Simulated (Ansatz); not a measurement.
# Deformation potentials of KCdCO3F (P-6m2) by GW, part 4 of 4

Does the cheap functional get the change of gap under strain right for KCdCO3F (P-6m2)?

Ansatz 0.2.0; a semilocal functional, HSE06 and G0W0, plane waves, PAW. Known limits of the many-body steps: not at the basis limit; d shell near the gap, gap tends to lie low; no spin-orbit coupling.

So far. Step 20 (Biaxial in xy +1.0 %: PBE): The gap is indirect, with the least direct gap 0.005 eV higher. Step 21 (Biaxial in xy +1.0 %: G0W0): The gap on the mesh goes from 1.72 eV to 3.71 eV, a correction of +1.99 eV. Between the two edge states, bare exchange in place of the xc potential would open the gap by 10.30 eV, and correlation takes back 8.31 eV.

### Step 22. Biaxial in xy +1.0 %: HSE06

This step: DFT, HSE06, plane waves, PAW; PAW set soft_1.

Contents of input.yaml:

```yaml
crystal:
  lattice:
    - [5.183724, 0.0, 0.0]
    - [-2.591862, 4.4892366702, 0.0]
    - [0.0, 0.0, 4.4324]
  atoms:
    - { symbol: K, position: [0.0, 0.0, 0.0] }
    - { symbol: Cd, position: [0.6666666667, 0.3333333333, 0.5] }
    - { symbol: C, position: [0.3333333333, 0.6666666667, 0.5] }
    - { symbol: O, position: [0.189171337, 0.378342674, 0.5] }
    - { symbol: O, position: [0.189171337, 0.810828663, 0.5] }
    - { symbol: O, position: [0.621657326, 0.810828663, 0.5] }
    - { symbol: F, position: [0.6666666667, 0.3333333333, 0.0] }
kpoints:
  mp_grid: { grid: [6, 6, 6] }
  band_path:
    path:
      - [0.0, 0.0, 0.0]
      - [0.5, 0.0, 0.0]
      - [0.33333333, 0.33333333, 0.0]
      - [0.0, 0.0, 0.5]
      - [0.5, 0.0, 0.5]
      - [0.33333333, 0.33333333, 0.5]
    npoints: 1
hamiltonian:
  xc: hse06
  pseudopotentials: { kind: paw, azcp: { folder: soft_1 } }
scf:
  occupations: { method: fixed }
  n_extra_bands: 6
output:
  eigenvalues: true
```

Launch:

```console
$ ansatz run input.yaml --threads 2 --pin off --max-ram 92160MiB --backend cuda --events-out ev --progress --plain --runs-dir out --devices 1 --max-vram 13GiB
```

Numbers of over 12 decimals in the logs are rounded to 6 here.

What it wrote:

```text
[...]
GPUs: using 1 of 1 available (devices: 1).
[...]
GPU FFT provider: cuFFT
GPU libraries: cuBLAS 13.8.2, cuFFT 12.4.0, cuSOLVER 12.3.4
Crystal: 7 atoms, lattice volume = 103.146 Å³
Basis set: ecut = 420 eV, 2025 PW (Γ)
Bands: 35, of which v1, the nominal top of the filled ones, is band 29 counted from 1 (28 counted from 0)
Symmetry: 12 space group operations
[...]
k-points: 28 of 216 (time reversal used)
[...]
Fermi energy:    3.541921 eV
[...]
--- Band table (eV; the first three rows and the last of 28) ---
  k-point 0: bands = [... 25 lower, 1.7515, 2.1792, 2.1792, 3.5368, 7.0497, 11.4386, 11.5413, 14.2425, ... 2 higher]
  k-point 1: bands = [... 25 lower, 1.7278, 2.1928, 2.1928, 3.5380, 7.4685, 11.2778, 11.7538, 14.3168, ... 2 higher]
  k-point 2: bands = [... 25 lower, 1.6708, 2.2193, 2.2193, 3.5406, 8.5324, 10.9285, 11.9067, 14.4507, ... 2 higher]
  k-point 27: bands = [... 25 lower, 2.0037, 2.0889, 2.2022, 3.0933, 11.1513, 11.6542, 12.2561, 12.9240, ... 2 higher]
[key lines of the parts left out:]
Free energy (F): -12559.683625 eV
```

It took 52 s on 1 × NVIDIA H100 80GB HBM3 (shared by 6 runs) with 2 threads of AMD EPYC 7R13 (Zen 3), shared host; peak memory 1.8 GiB; 74 s of CPU time.

Numbers from this step:

```
gap                  : 3.508 eV
valence top at       : A
conduction bottom at : Γ
least direct gap     : 3.513 eV
```

The gap stands +1.79 eV against PBE.

### Step 23. Uniaxial along x +2.0 %: relaxing the ions

This step: DFT, PBE, plane waves, PAW; PAW set soft_1.

The cell differs from the one that the last finished run ended in (a 5.184 → 5.235 Å, b 5.184 → 5.158 Å, γ 120.0 → 120.5°).

Contents of input.yaml:

```yaml
crystal:
  lattice:
    - [5.235048, 0.0, 0.0]
    - [-2.617524, 4.4447887824, 0.0]
    - [0.0, 0.0, 4.4324]
  atoms:
    - { symbol: K, position: [0.0, 0.0, 0.0] }
    - { symbol: Cd, position: [0.6666666667, 0.3333333333, 0.5] }
    - { symbol: C, position: [0.3333333333, 0.6666666667, 0.5] }
    - { symbol: O, position: [0.1878970915, 0.3757941831, 0.5] }
    - { symbol: O, position: [0.1878970915, 0.8121029085, 0.5] }
    - { symbol: O, position: [0.6242058169, 0.8121029085, 0.5] }
    - { symbol: F, position: [0.6666666667, 0.3333333333, 0.0] }
kpoints:
  mp_grid: { grid: [6, 6, 6] }
hamiltonian:
  xc: pbe
  pseudopotentials: { kind: paw, azcp: { folder: soft_1 } }
scf:
  occupations: { method: fermi_dirac, width: 0.02 }
relax:
  f_tol: 0.01
```

What it wrote:

```text
GPUs: using 1 of 1 available (devices: 1).
[...]
GPU FFT provider: cuFFT
GPU libraries: cuBLAS 13.8.2, cuFFT 12.4.0, cuSOLVER 12.3.4
Crystal: 7 atoms, lattice volume = 103.136 Å³
Basis set: ecut = 420 eV, 2029 PW (Γ), exchange–correlation on 72×72×60 points (8 copies of the dense FFT grid, shifted against one another)
Bands: 36, of which v1, the nominal top of the filled ones, is band 29 counted from 1 (28 counted from 0)
[...]
F+E_penalty+E_count = -12555.91770683 eV   max|allowed force component| = 7.049e-4 eV/Å
  atoms:
    - { symbol: K, position: [-0.000654231, -0.00130846, 0.0] }
    - { symbol: Cd, position: [0.665463, 0.330925, 0.5] }
    - { symbol: C, position: [0.332751, 0.665502, 0.5] }
    - { symbol: O, position: [0.187565, 0.375130, 0.5] }
    - { symbol: O, position: [0.191844, 0.811944, 0.5] }
    - { symbol: O, position: [0.620100, 0.811944, 0.5] }
    - { symbol: F, position: [0.669598, 0.339195, 0.0] }
[key lines of the parts left out:]
SCF converged after 3 iterations
Free energy (F): -12555.917707 eV
Fermi energy:    5.664553 eV
```

Elapsed: 18 s, on 1 × NVIDIA H100 80GB HBM3 (shared by 6 runs) with 2 threads; peak memory 0.99 GiB; 23 s of CPU time.

Step by step:

| step | energy less that of the first step (eV) | largest force component (eV/Å) |
| --- | --- | --- |
| 1 | 0.0000 | 0.9452 |
| 2 | -0.0175 | 0.3097 |
| 3 | -0.0195 | 0.0230 |
| 4 | -0.0196 | 0.0132 |
| 5 | -0.0197 | 0.0115 |
| 6 | -0.0197 | 0.0245 |
| 7 | -0.0197 | 0.0116 |
| 8 | -0.0197 | 0.0007 |

Forces are held to the 4 operations that the run works with; a distortion that breaks them can't arise in this run.

The atoms that moved most (Å):

| atom | dx | dy | dz | length |
| --- | --- | --- | --- | --- |
| F7 | 0.000 | 0.026 | 0.000 | 0.026 |
| O5 | 0.021 | -0.001 | 0.000 | 0.021 |
| O6 | -0.021 | -0.001 | 0.000 | 0.021 |
| Cd2 | 0.000 | -0.011 | 0.000 | 0.011 |
| K1 | 0.000 | -0.006 | 0.000 | 0.006 |
| C3 | 0.000 | -0.005 | 0.000 | 0.005 |

### Step 24. Uniaxial along x +2.0 %: PBE

Contents of input.yaml:

```yaml
crystal:
  lattice:
    - [5.235048, 0.0, 0.0]
    - [-2.617524, 4.4447887824, 0.0]
    - [0.0, 0.0, 4.4324]
  atoms:
    - { symbol: K, position: [-0.0006542311, -0.0013084622, 0.0] }
    - { symbol: Cd, position: [0.6654627269, 0.3309254538, 0.5] }
    - { symbol: C, position: [0.332751015, 0.6655020299, 0.5] }
    - { symbol: O, position: [0.1875650469, 0.3751300938, 0.5] }
    - { symbol: O, position: [0.1918439532, 0.8119444194, 0.5] }
    - { symbol: O, position: [0.6201004662, 0.8119444194, 0.5] }
    - { symbol: F, position: [0.6695976896, 0.3391953792, 0.0] }
kpoints:
  mp_grid: { grid: [6, 6, 6] }
  band_path:
    path:
      - [0.0, 0.0, 0.0]
      - [0.5, 0.0, 0.0]
      - [0.33333333, 0.33333333, 0.0]
      - [0.0, 0.0, 0.5]
      - [0.5, 0.0, 0.5]
      - [0.33333333, 0.33333333, 0.5]
    npoints: 1
hamiltonian:
  xc: pbe
  pseudopotentials: { kind: paw, azcp: { folder: soft_1 } }
scf:
  occupations: { method: fermi_dirac, width: 0.02 }
  n_extra_bands: 6
output:
  eigenvalues: true
  forces: true
  stress: true
  write_density: true
  write_potential: true
  elf: true
  volumetric_format: npy
```

What it wrote:

```text
[...]
GPUs: using 1 of 1 available (devices: 1).
[...]
GPU FFT provider: cuFFT
GPU libraries: cuBLAS 13.8.2, cuFFT 12.4.0, cuSOLVER 12.3.4
Crystal: 7 atoms, lattice volume = 103.136 Å³
Basis set: ecut = 420 eV, 2029 PW (Γ), exchange–correlation on 72×72×60 points (8 copies of the dense FFT grid, shifted against one another)
[...]
k-point 0: bands = [... 25 lower, 3.0473, 3.3661, 3.3910, 4.7789, 6.5041, 10.6575, 11.0754, 13.4917, ... 2 higher]
  k-point 1: bands = [... 25 lower, 3.0210, 3.3794, 3.4043, 4.7800, 6.9215, 10.5204, 11.2715, 13.5576, ... 2 higher]
  k-point 2: bands = [... 25 lower, 2.9534, 3.4051, 3.4305, 4.7825, 7.9613, 10.2189, 11.3836, 13.6738, ... 2 higher]
  k-point 51: bands = [... 25 lower, 3.1925, 3.3774, 3.4403, 4.5228, 10.0843, 10.7514, 11.6530, 12.4779, ... 2 higher]
[key lines of the parts left out:]
SCF converged after 12 iterations
Free energy (F): -12555.917707 eV
Fermi energy:    5.664527 eV
P = ⅓ Tr σ = -0.3294 GPa (-3.294 kbar)
```

Run time: 8.9 s. Hardware: 1 × NVIDIA H100 80GB HBM3 (shared by 6 runs) with 2 threads; peak memory 0.97 GiB.

This step gave:

* pressure: -0.3294 GPa
* gap: 1.720 eV
* valence top at: A
* conduction bottom at: Γ
* least direct gap: 1.725 eV

The gap is indirect, with the least direct gap 0.005 eV higher.

### Step 25. Uniaxial along x +2.0 %: G0W0

This step: G0W0 on PBE, plane waves, PAW; PAW set soft_1.

input.yaml, the sections that differ from step 24:

```yaml
kpoints:
  mp_grid: { grid: [6, 6, 6] }
scf:
  occupations: { method: fixed }
gw:
  n_empty_bands: 380
  ecut_chi: 140
  qp_bands: [v2, c2]
  qp_kpoints: band_edges
  screening: { model: contour_deformation }
# crystal, hamiltonian: as in step 24
# output: removed
```

What it wrote:

```text
GPUs: using 1 of 1 available (devices: 1).
[...]
GPU FFT provider: cuFFT
GPU libraries: cuBLAS 13.8.2, cuFFT 12.4.0, cuSOLVER 12.3.4
Crystal: 7 atoms, lattice volume = 103.136 Å³
Basis set: ecut = 420 eV, 2029 PW (Γ)
Bands: 36, of which v1, the nominal top of the filled ones, is band 29 counted from 1 (28 counted from 0)
Symmetry: 4 space group operations
[...]
k-points: 52 of 216 (time reversal used)
[...]
1    31     10.5203   -10.8341    -4.2738   -16.7728  0.7886    12.2319    12.1851  root
[...]
51    28      3.4403   -25.3971     4.2848   -19.8603  0.7499     2.1550     2.1882  root
    51    29      4.5228   -27.1632     4.5368   -21.4449  0.7514     3.3121     3.3414  root
    51    30     10.0840   -12.6736    -4.0639   -18.1059  0.7888    11.4898    11.4523  root
    51    31     10.7514   -11.3979    -4.2481   -17.3616  0.7820    12.5219    12.4670  root
[key lines of the parts left out:]
SCF converged after 12 iterations
Free energy (F): -12555.918101 eV
Fermi energy:    4.783727 eV
```

Run time: 6.2 min. Hardware: 1 × NVIDIA H100 80GB HBM3 (shared by 6 runs) with 2 threads; peak memory 3.6 GiB.

Numbers from this step:

* bands summed: 409
* RPA ε∞ on this mesh (eigenvalues): 2.330, 2.874, 2.886
* plane waves in the screening matrix: 385
* G0W0 gap on the mesh: 3.713 eV
* k of the valence top: 0, 0, -0.5
* k of the conduction bottom: 0, 0, 0
* starting gap on the mesh: 1.720 eV
* least direct G0W0 gap on the computed points: 3.719 eV

The gap on the mesh goes from 1.72 eV to 3.71 eV, a correction of +1.99 eV. Between the two edge states, bare exchange in place of the xc potential would open the gap by 10.30 eV, and correlation takes back 8.31 eV.

### Step 26. Uniaxial along x +2.0 %: HSE06

This step: DFT, HSE06, plane waves, PAW; PAW set soft_1.

input.yaml: that of step 25 with these lines changed.

```diff
@@ -15,4 +15,13 @@
   mp_grid: { grid: [6, 6, 6] }
+  band_path:
+    path:
+      - [0.0, 0.0, 0.0]
+      - [0.5, 0.0, 0.0]
+      - [0.33333333, 0.33333333, 0.0]
+      - [0.0, 0.0, 0.5]
+      - [0.5, 0.0, 0.5]
+      - [0.33333333, 0.33333333, 0.5]
+    npoints: 1
 hamiltonian:
-  xc: pbe
+  xc: hse06
   pseudopotentials: { kind: paw, azcp: { folder: soft_1 } }
@@ -20,7 +29,4 @@
   occupations: { method: fixed }
-gw:
-  n_empty_bands: 380
-  ecut_chi: 140
-  qp_bands: [v2, c2]
-  qp_kpoints: band_edges
-  screening: { model: contour_deformation }
+  n_extra_bands: 6
+output:
+  eigenvalues: true
```

What it wrote:

```text
[...]
GPUs: using 1 of 1 available (devices: 1).
[...]
GPU FFT provider: cuFFT
GPU libraries: cuBLAS 13.8.2, cuFFT 12.4.0, cuSOLVER 12.3.4
Crystal: 7 atoms, lattice volume = 103.136 Å³
Basis set: ecut = 420 eV, 2029 PW (Γ)
Bands: 35, of which v1, the nominal top of the filled ones, is band 29 counted from 1 (28 counted from 0)
Symmetry: 4 space group operations
[...]
k-points: 52 of 216 (time reversal used)
[...]
Fermi energy:    3.543988 eV
[...]
--- Band table (eV; the first three rows and the last of 52) ---
  k-point 0: bands = [... 25 lower, 1.7626, 2.1644, 2.1955, 3.5389, 7.0526, 11.4386, 11.5415, 14.1925, ... 2 higher]
  k-point 1: bands = [... 25 lower, 1.7391, 2.1779, 2.2093, 3.5401, 7.4713, 11.2780, 11.7538, 14.2628, ... 2 higher]
  k-point 2: bands = [... 25 lower, 1.6830, 2.2040, 2.2361, 3.5427, 8.5345, 10.9291, 11.9067, 14.4032, ... 2 higher]
  k-point 51: bands = [... 25 lower, 1.9744, 2.0468, 2.2449, 3.2715, 10.8305, 11.5228, 12.2186, 13.1385, ... 2 higher]
[key lines of the parts left out:]
Free energy (F): -12559.681399 eV
```

Run time: 51 s. Hardware: 1 × NVIDIA H100 80GB HBM3 (shared by 6 runs) with 2 threads; peak memory 2.1 GiB.

This step gave:

```yaml
gap: 3.509 eV
valence_top_at: A
conduction_bottom_at: Γ
least_direct_gap: 3.514 eV
```

The gap stands +1.79 eV against PBE.

### Step 27. Gaps under strain

Gaps in eV; G0W0 is the start's gap plus the shift on one mesh and one count of bands for all cells.

| strain | PBE | G0W0@PBE | HSE06 | change, PBE | change, G0W0@PBE | change, HSE06 |
| --- | --- | --- | --- | --- | --- | --- |
| unstrained | 1.83 | 3.85 | 3.63 | - | - | - |
| hydrostatic -1.0 % | 1.99 | 4.04 | 3.81 | +0.159 | +0.190 | +0.175 |
| hydrostatic -0.5 % | 1.91 | 3.94 | 3.72 | +0.079 | +0.095 | +0.087 |
| uniaxial along z -3.0 % | 1.98 | 4.03 | 3.79 | +0.142 | +0.183 | +0.161 |
| biaxial in xy +1.0 % | 1.72 | 3.71 | 3.51 | −0.114 | −0.135 | −0.124 |
| uniaxial along x +2.0 % | 1.72 | 3.71 | 3.51 | −0.113 | −0.133 | −0.124 |

### Step 28. What came out

```
unstrained              : PBE 1.83, G0W0@PBE 3.85, HSE06 3.63 eV
hydrostatic -1.0 %      : PBE 1.99, G0W0@PBE 4.04, HSE06 3.81 eV
hydrostatic -0.5 %      : PBE 1.91, G0W0@PBE 3.94, HSE06 3.72 eV
uniaxial along z -3.0 % : PBE 1.98, G0W0@PBE 4.03, HSE06 3.79 eV
biaxial in xy +1.0 %    : PBE 1.72, G0W0@PBE 3.71, HSE06 3.51 eV
uniaxial along x +2.0 % : PBE 1.72, G0W0@PBE 3.71, HSE06 3.51 eV
```

Hydrostatic -1.0 %: the G0W0@PBE gap changes by +0.19 eV. Hydrostatic -0.5 %: the G0W0@PBE gap changes by +0.10 eV. Uniaxial along z -3.0 %: the G0W0@PBE gap changes by +0.18 eV. Biaxial in xy +1.0 %: the G0W0@PBE gap changes by −0.14 eV. The slope for hydrostatic strain is −0.190 eV for each per cent, between hydrostatic -1.0 % and unstrained. The slope for uniaxial z strain is −0.061 eV for each per cent, between uniaxial along z -3.0 % and unstrained. The slope for biaxial xy strain is −0.135 eV for each per cent, between unstrained and biaxial in xy +1.0 %. The slope for uniaxial x strain is −0.067 eV for each per cent, between unstrained and uniaxial along x +2.0 %. PBE misses the unstrained G0W0@PBE gap by −2.01 eV but its changes by 0.040 eV at most. HSE06 misses the unstrained G0W0@PBE gap by −0.21 eV but its changes by 0.022 eV at most. Levels are read on the mesh, at the zone's corners and at the band edges found on the unstrained path, so a valley that moves off them is missed. The count of screening plane waves jumps between cells, which leaves noise of a few hundredths of an eV in G0W0. A d shell, filled or nearly so, lies near the gap. One-shot GW converges very slowly in bands there, not always from below, and on a semilocal start the gap tends to come out low; starts rich in exact exchange can overshoot instead. The many-body steps are scalar-relativistic: spin-orbit coupling is not in them.

[Paths, hosts, dates, memory and timing lines, banners, echoed tables and standing remarks are left out of the program output.]

[Logs are printed without paths, hosts, clocks, repeated set-up lines and the standing remarks that a program may print on its own settings, such as how far it seeks lower states.]

[Runs of the session that timed out or met a known fault of the program may be left out.]

[Cells called generated may have been cut or substituted from an entry of the Crystallography Open Database or the Materials Project.]

[Hosts, paths, dates, database ids (printed as entryN), source tags and the programs' standing remarks are cut or masked in the printed files.]
